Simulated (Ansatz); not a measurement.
**Au-W stack of (100) layers: lattice stability ahead of a resistivity run**

The plan: relax Au-W stack of (100) layers, check its phonons, and, if the lattice is stable, compute its Eliashberg function and ρ(T).

Program: Ansatz 0.2.0. Level of theory: DFT PBE, scalar-relativistic, plane waves, PAW. Results are calculated unless marked as measured.

Report form: the programs' logs are mostly left out.

## 1. The structure

The cell holds 2 atoms: 1 Au and 1 W. Its edges and angles: a = 2.815 Å, b = 2.815 Å, c = 12.991 Å, α = 90.0°, β = 90.0°, γ = 90.0°. Vacuum lies along c.

## 2. Relaxation

The structure is brought to rest under this functional.

The input, input.yaml:

```yaml
crystal:
  lattice:
    - [2.81524, 0.0, 0.0]
    - [0.0, 2.81524, 0.0]
    - [0.0, 0.0, 12.99068]
  atoms:
    - { symbol: Au, position: [0.0, 0.0, 0.42338061] }
    - { symbol: W, position: [0.5, 0.5, 0.57661939] }
  periodic: [true, true, false]
kpoints:
  mp_grid: { grid: [10, 10, 1] }
hamiltonian:
  xc: pbe
scf:
  occupations: { method: gaussian, width: 0.1 }
output:
  forces: true
  stress: true
  eigenvalues: true
  write_density: true
  write_potential: true
  elf: true
  volumetric_format: npy
relax:
  adjacent_minimum: "off"
  f_tol: 0.005
  max_steps: 80
  cell: { stress_2d_tol: 0.02 }
```

On the command line:

```console
$ ansatz run input.yaml --threads 4 --pin off --max-ram 16384MiB --backend cpu --events-out ev --progress --plain --runs-dir out
```

It took 19 s on 4 threads of Arm Neoverse V1, shared host; peak memory 0.46 GiB; 70 s of CPU time.

The steps of the relaxation:

| step | energy less that of the first step (eV) | largest force component (eV/Å) | volume (Å³) |
| --- | --- | --- | --- |
| 1 | 0.0000 | 0.0540 | 220.18 |
| 2 | -0.1314 | 0.8132 | 199.24 |
| 3 | -0.1757 | 0.2778 | 200.85 |
| 4 | -0.1877 | 0.0456 | 197.85 |
| 5 | -0.1880 | 0.0009 | 198.00 |
| 6* | -0.1867 | 0.0012 | 198.00 |

Relaxation steps marked * repeat the geometry before them on a plane-wave basis chosen anew for their cell, so energy and pressure can jump there.

The run keeps the 8 symmetry operations that it works with, so distortions that break them were not tested.

| cell as run | before | after | change |
| --- | --- | --- | --- |
| a (Å) | 2.815 | 2.670 | -5.2 % |
| b (Å) | 2.815 | 2.670 | -5.2 % |

The atoms that moved most (Å, along periodic axes as changes of fractional coordinates times the final cell, across vacuum about the mean position):

| atom | dx | dy | dz | length |
| --- | --- | --- | --- | --- |
| Au1 | 0.000 | 0.000 | -0.106 | 0.106 |
| W2 | 0.000 | 0.000 | 0.106 | 0.106 |

The relaxed structure:

```xyz
2
Lattice="2.6697 0.0000 0.0000 0.0000 2.6697 0.0000 0.0000 0.0000 27.7814" Properties=species:S:1:pos:R:3
Au    0.0000    0.0000    5.3939
W     1.3348    1.3348    7.5968
```

This step gave:

- metallic on mesh: yes
- gap on the k-mesh: 0 eV

ELF in the ca plane at fractional y = 0.500, with atoms of W within 0.2 Å of it. It is the smooth field of the valence electrons, not physical close to the nuclei.

Ten even steps from '0' (0.00) to '9' (0.69), each cell a mean:
```
00000000001233333344555565421000000000000000
00000000001123333335896333210000000000000000
00000000000122223338989521110000000000000000
00000000000111223249419621110000000000000000
00000000000112223239759611110000000000000000
00000000000122333336998422210000000000000000
00000000001233333334665444321000000000000000
00000000001233333345556776421000000000000000
```
Columns run along c (16.0 Å, from fractional 0.00 to 0.58 of the cell), rows up along a (2.7 Å). Atoms in or near the plane, at fractional coordinates: W at (0.27, 0.50).

Valence density in the ca plane at fractional y = 0.500, with atoms of W within 0.2 Å of it. It is the smooth field of the valence electrons, not physical close to the nuclei.

Ten steps, logarithmic in the rise over the least value, from '0' (0.0 e/Å³) to '9' (5.0 e/Å³), each cell a mean:
```
00000000000123444344555321000000000000000000
00000000000123343346887421000000000000000000
00000000000112333358999631000000000000000000
00000000000112223369999731000000000000000000
00000000000112233358999631000000000000000000
00000000000123333347998531000000000000000000
00000000000123444345665421000000000000000000
00000000000124444334554321000000000000000000
```
Columns run along c (16.0 Å, from fractional 0.00 to 0.58 of the cell), rows up along a (2.7 Å). Atoms in or near the plane, at fractional coordinates: W at (0.27, 0.50).

Electrostatic potential energy in the ca plane at fractional y = 0.500, with atoms of W within 0.2 Å of it. With pseudopotentials it is smooth inside the atoms' cores, unlike the true potential.

Values in eV, 5 rows by 16 columns, each cell a mean:
```
  0   0   0  -1  -2  -6  -6 -21 -10  -1   0   0   0   0   0   0
  0   0   0   0  -1  -3 -12 -52 -29  -2   0   0   0   0   0   0
  0   0   0   0  -1  -2 -15 -55 -36  -3   0   0   0   0   0   0
  0   0   0   0  -2  -4  -9 -43 -22  -2   0   0   0   0   0   0
  0   0   0  -1  -3  -7  -5 -13  -7  -1   0   0   0   0   0   0
```
Columns run along c (16.0 Å, from fractional 0.00 to 0.58 of the cell; values clipped at the 3rd and 97th percentile), rows up along a (2.7 Å). Atoms in or near the plane, at fractional coordinates: W at (0.27, 0.50).

The relaxation ends with a largest force component of 0.0012 eV/Å.

## 3. Relaxing tightly for phonons

Residual forces and stress shift phonon frequencies, so the cell is relaxed again, with tight thresholds and the mesh and smearing of this input.

input.yaml, the sections that differ from step 2:

```yaml
crystal:
  lattice:
    - [2.6696632934, 0.0, 0.0]
    - [0.0, 2.6696632934, 0.0]
    - [0.0, 0.0, 27.7813519091]
  atoms:
    - { symbol: Au, position: [0.0, 0.0, 0.194154892] }
    - { symbol: W, position: [0.5, 0.5, 0.2734494219] }
  periodic: [true, true, false]
kpoints:
  mp_grid: { grid: [12, 12, 1] }
scf:
  occupations: { method: methfessel_paxton, width: 0.2 }
relax:
  adjacent_minimum: "off"
  f_tol: 0.001
  max_steps: 60
  cell: { stress_2d_tol: 0.002 }
# hamiltonian, output: as in step 2
```

Elapsed: 23 s, on 4 threads; peak memory 0.46 GiB; 86 s of CPU time.

Step by step:

| step | energy less that of the first step (eV) | largest force component (eV/Å) | volume (Å³) |
| --- | --- | --- | --- |
| 1 | 0.0000 | 0.0086 | 198.00 |
| 2 | -0.0002 | 0.0021 | 197.50 |
| 3 | -0.0002 | 0.0048 | 197.50 |
| 4 | -0.0002 | 0.0000 | 197.48 |
| 5 | -0.0001 | 0.0000 | 197.48 |

The log counts 1 steps on a newly chosen plane-wave basis, not all of them marked here; energy and pressure can jump at such steps. Relaxation step 3 was tried and not accepted.

| cell as run | before | after | change |
| --- | --- | --- | --- |
| a (Å) | 2.670 | 2.666 | -0.1 % |
| b (Å) | 2.670 | 2.666 | -0.1 % |

The relaxed structure:

```xyz
2
Lattice="2.6662 0.0000 0.0000 0.0000 2.6662 0.0000 0.0000 0.0000 27.7814" Properties=species:S:1:pos:R:3
Au    0.0000    0.0000    5.3904
W     1.3331    1.3331    7.6003
```

Electrostatic potential energy in the ca plane at fractional y = 0.000, with atoms of Au within 0.2 Å of it. With pseudopotentials it is smooth inside the atoms' cores, unlike the true potential.

Values in eV, 5 rows by 16 columns, each cell a mean:
```
  0   0   0  -1 -19 -51 -19  -4  -2   0   0   0   0   0   0   0
  0   0   0  -1  -6 -24  -8  -7  -4   0   0   0   0   0   0   0
  0   0   0  -1  -3  -9  -5  -9  -5  -1   0   0   0   0   0   0
  0   0   0  -1 -10 -38 -11  -6  -3   0   0   0   0   0   0   0
  0   0   0  -1 -22 -51 -21  -3  -1   0   0   0   0   0   0   0
```
Columns run along c (16.0 Å, from fractional 0.00 to 0.58 of the cell; values clipped at the 3rd and 97th percentile), rows up along a (2.7 Å). Atoms in or near the plane, at fractional coordinates: Au at (0.19, 0.00).

ELF in the ca plane at fractional y = 0.000, with atoms of Au within 0.2 Å of it. It is the smooth field of the valence electrons, not physical close to the nuclei.

Ten even steps from '0' (0.00) to '9' (0.73), each cell a mean:
```
00000000012357897533456665421000000000000000
00000000001346776434455665421000000000000000
00000000001234444344555676421000000000000000
00000000001233333345556776421000000000000000
00000000001234433345555676421000000000000000
00000000001345665434455665421000000000000000
00000000012356887533455665421000000000000000
00000000012357997533566665421000000000000000
```
Columns run along c (16.0 Å, from fractional 0.00 to 0.58 of the cell), rows up along a (2.7 Å). Atoms in or near the plane, at fractional coordinates: Au at (0.19, 0.00).

Valence density in the ca plane at fractional y = 0.000, with atoms of Au within 0.2 Å of it. It is the smooth field of the valence electrons, not physical close to the nuclei.

Ten steps, logarithmic in the rise over the least value, from '0' (0 e/Å³) to '9' (13 e/Å³), each cell a mean:
```
00000000000147998522221110000000000000000000
00000000000136786422222110000000000000000000
00000000000123554222222110000000000000000000
00000000000012332222332210000000000000000000
00000000000013343222332210000000000000000000
00000000000125665322222110000000000000000000
00000000000147897422221110000000000000000000
00000000000258998532221110000000000000000000
```
Columns run along c (16.0 Å, from fractional 0.00 to 0.58 of the cell), rows up along a (2.7 Å). Atoms in or near the plane, at fractional coordinates: Au at (0.19, 0.00).

## 4. Lattice stability: q 2×2×1, k 6×6×1

Couplings are defined for a stable lattice alone, so phonons come first.

The input, input.yaml:

```yaml
crystal:
  lattice:
    - [2.666180685, 0.0, 0.0]
    - [0.0, 2.666180685, 0.0]
    - [0.0, 0.0, 27.7813519091]
  atoms:
    - { symbol: Au, position: [0.0, 0.0, 0.1940281826] }
    - { symbol: W, position: [0.5, 0.5, 0.2735761313] }
  periodic: [true, true, false]
kpoints:
  mp_grid: { grid: [6, 6, 1] }
hamiltonian:
  xc: pbe
scf:
  occupations: { method: methfessel_paxton, width: 0.2 }
output:
  eigenvalues: true
phonons:
  method: dfpt
  qmesh: [2, 2, 1]
  temperatures: { t_max: 1000, t_step: 50 }
  qpath:
    path: [[0.0, 0.0, 0.0], [0.0, 0.5, 0.0], [0.5, 0.5, 0.0], [0.0, 0.0, 0.0]]
    npoints: 10
```

Wall time 31 s (4 threads); peak memory 0.66 GiB.

Numbers from this step:

```yaml
share_of_imaginary_modes_in_the_plain_interpolation_between_solved_wavevectors: 0.0741
highest_frequency_solved_or_plainly_interpolated: 193.3 cm⁻¹
```

Solved on the 2×2×1 mesh alone; all other wavevectors are interpolated. The phonon branches at the labelled points (cm⁻¹):

| point | branch 1 | branch 2 | branch 3 | branch 4 | branch 5 | branch 6 |
| --- | --- | --- | --- | --- | --- | --- |
| Γ | 0 | 0 | 0 | 72 | 72 | 108 |
| halfway | -31 | 30 | 55 | 84 | 110 | 143 |
| X | -47 | 34 | 51 | 92 | 126 | 193 |
| halfway | 39 | 47 | 101 | 115 | 138 | 190 |
| M | 58 | 72 | 72 | 134 | 187 | 187 |
| halfway | 27 | 64 | 86 | 107 | 139 | 140 |
| Γ | 0 | 0 | 0 | 72 | 72 | 108 |

Lowest modes at the softest wavevector of the mesh. Modes at q = (0.500, 0.000, 0.000), with each element's share of the kinetic energy (negative means imaginary):

| mode | frequency (cm⁻¹) | Au % | W % |
| --- | --- | --- | --- |
| 1 | -47.0 | 0 | 100 |
| 2 | 34.2 | 100 | 0 |
| 3 | 50.8 | 82 | 18 |
| 4 | 91.9 | 1 | 99 |
| 5 | 125.6 | 18 | 82 |
| 6 | 193.3 | 99 | 1 |

Displacements in mode 1 (-47.0 cm⁻¹), the largest set to 1, in the home cell:
```
Au1 0.00 0.00 0.00
W2  0.00 1.00 0.00
```

Displacements in mode 5 (125.6 cm⁻¹), the largest set to 1, in the home cell:
```
Au1  0.00  0.00 -0.45
W2   1.00  0.00  0.00
```

Among the solved wavevectors the lowest mode, translations apart, is -47 cm⁻¹, imaginary.

## 5. Phonons by linear response: q 3×3×1, k 9×9×1

An imaginary mode on so few k-points may come from the sampling, so the phonons are repeated with another q and k mesh.

input.yaml: that of step 4 with these lines changed.

```diff
@@ -10,3 +10,3 @@
 kpoints:
-  mp_grid: { grid: [6, 6, 1] }
+  mp_grid: { grid: [9, 9, 1] }
 hamiltonian:
@@ -19,3 +19,3 @@
   method: dfpt
-  qmesh: [2, 2, 1]
+  qmesh: [3, 3, 1]
   temperatures: { t_max: 1000, t_step: 50 }
```

The job ended after 77 s (4 threads; peak memory 1 GiB).

This step gave:

- share of imaginary modes in the plain interpolation between solved wavevectors: 0.1799
- highest frequency, solved or plainly interpolated: 194.6 cm⁻¹

Solved on the 3×3×1 mesh alone; all other wavevectors are interpolated. Phonon branches along the path, in cm⁻¹:

| point | branch 1 | branch 2 | branch 3 | branch 4 | branch 5 | branch 6 |
| --- | --- | --- | --- | --- | --- | --- |
| Γ | 0 | 0 | 0 | 70 | 70 | 115 |
| halfway | -68 | 35 | 44 | 49 | 123 | 146 |
| X | -105 | 26 | 41 | 73 | 132 | 195 |
| halfway | -46 | 53 | 56 | 122 | 140 | 190 |
| M | -99 | 57 | 131 | 131 | 186 | 186 |
| halfway | -65 | -12 | 92 | 114 | 135 | 144 |
| Γ | 0 | 0 | 0 | 70 | 70 | 115 |

Lowest modes at the softest wavevector of the mesh. The modes at q = (0.000, -0.333, 0.000) (shares of kinetic energy by element, %) (negative means imaginary):

| mode | frequency (cm⁻¹) | Au % | W % |
| --- | --- | --- | --- |
| 1 | -88.3 | 1 | 99 |
| 2 | 34.9 | 99 | 1 |
| 3 | 44.3 | 80 | 20 |
| 4 | 55.9 | 1 | 99 |
| 5 | 129.3 | 24 | 76 |
| 6 | 171.8 | 95 | 5 |

Displacements in mode 1 (-88.3 cm⁻¹), the largest set to 1, in the home cell (x, y, z of the real part, then of the imaginary part):
```
Au1  0.06  0.00  0.00  0.10  0.00  0.00
W2   1.00  0.00  0.00 -0.01  0.00  0.00
```

Displacements in mode 4 (55.9 cm⁻¹), the largest set to 1, in the home cell (x, y, z of the real part, then of the imaginary part):
```
Au1  0.00  0.10  0.00  0.00 -0.05 -0.01
W2   0.00  0.00  1.00  0.00 -0.55  0.01
```

The modes has structure finer than the step of the table below, so its rows give means over 10 cm⁻¹, whole bins alone (the curve runs from -115 to 210 cm⁻¹). Peaks (cm⁻¹: height): Au 26.1: 0.0158, 44.5: 0.0339, 56.8: 0.0316, 83.3: 0.0239, 120.1: 0.0185, 150.7: 0.0147, 185.5: 0.0332; W -74.0: 0.0329, 26.1: 0.0162, 62.9: 0.0228, 130.3: 0.0613.

Phonopy on the run's constants, 21x21x1 mesh, Gaussian sigma 2.3 cm⁻¹. The modes by wavenumber; means over each step; values in 1/cm⁻¹/cell:

| wavenumber (cm⁻¹) | Au | W |
| --- | --- | --- |
| -100 | 1.6e-5 | 0.00783 |
| -90 | 8.8e-5 | 0.0127 |
| -80 | 3.6e-4 | 0.0163 |
| -70 | 7.1e-4 | 0.0214 |
| -60 | 6.2e-4 | 0.0140 |
| -50 | 6.7e-4 | 0.0117 |
| -40 | 5.9e-4 | 0.00786 |
| -30 | 0.00116 | 0.00301 |
| -20 | 0.00215 | 0.00371 |
| -10 | 0.00102 | 0.00146 |
| 0 | 6.6e-4 | 0.00101 |
| 10 | 0.00142 | 0.00209 |
| 20 | 0.00780 | 0.0108 |
| 30 | 0.0127 | 0.0110 |
| 40 | 0.0247 | 0.0112 |
| 50 | 0.0264 | 0.0118 |
| 60 | 0.0259 | 0.0182 |
| 70 | 0.0124 | 0.0149 |
| 80 | 0.0166 | 0.0128 |
| 90 | 0.0122 | 0.00750 |
| 100 | 0.00954 | 0.00738 |
| 110 | 0.00887 | 0.00790 |
| 120 | 0.0150 | 0.0259 |
| 130 | 0.0151 | 0.0470 |
| 140 | 0.0117 | 0.00636 |
| 150 | 0.0118 | 0.00126 |
| 160 | 0.0120 | 7.1e-4 |
| 170 | 0.0163 | 5.3e-4 |
| 180 | 0.0245 | 5.2e-4 |
| 190 | 0.0252 | 3.7e-4 |
| 200 | 0.00198 | 2.7e-5 |

No LO-TO term; unit eigenvectors of the mass-weighted matrix. Modes at Γ, with each element's share of the kinetic energy:

| mode | frequency (cm⁻¹) | symmetry | Au % | W % |
| --- | --- | --- | --- | --- |
| 1 | 0.0 | unnamed | 52 | 48 |
| 2 | 0.0 | unnamed | 52 | 48 |
| 3 | 0.0 | unnamed | 52 | 48 |
| 4 | 69.5 | E | 48 | 52 |
| 5 | 69.5 | E | 48 | 52 |
| 6 | 114.8 | A1 | 48 | 52 |

Displacements in mode 4 (69.5 cm⁻¹), the largest set to 1:
```
Au1 -0.93  0.08  0.00
W2   1.00 -0.08  0.00
```

Displacements in mode 6 (114.8 cm⁻¹), the largest set to 1:
```
Au1  0.00  0.00 -0.93
W2   0.00  0.00  1.00
```

Among the solved wavevectors the lowest mode, translations apart, is -88.3 cm⁻¹, imaginary.

## 6. Results

```yaml
phonon_run_of_the_rows_without_a_label_of_their_own: PBE, q 3×3×1, k 9×9×1
softest_mode_on_the_q_mesh: -88.3 cm⁻¹ at q = (0, -0.333, 0)
highest_frequency_solved_or_plainly_interpolated: 195 cm⁻¹
```

What this shows: The lattice is dynamically unstable at this level: a mode at q = (0, -0.333, 0) is imaginary, 88.3i cm⁻¹, so no harmonic coupling constant or resistivity is defined for this structure. These meshes are coarse, and single modes of a metal can move by tens of cm⁻¹ with the k mesh. The coarser mesh found an imaginary mode at another wavevector, which this mesh lacks. Spin–orbit coupling, left out here, matters for Au and W. The structure was built by hand as an ordered model, and its stability against other phases was not tested.

[Logs are printed without paths, hosts, clocks, repeated set-up lines and the standing remarks that a program may print on its own settings, such as how far it seeks lower states.]

[Hosts, paths, dates, database ids (printed as entryN), source tags and the programs' standing remarks are cut or masked in the printed files.]
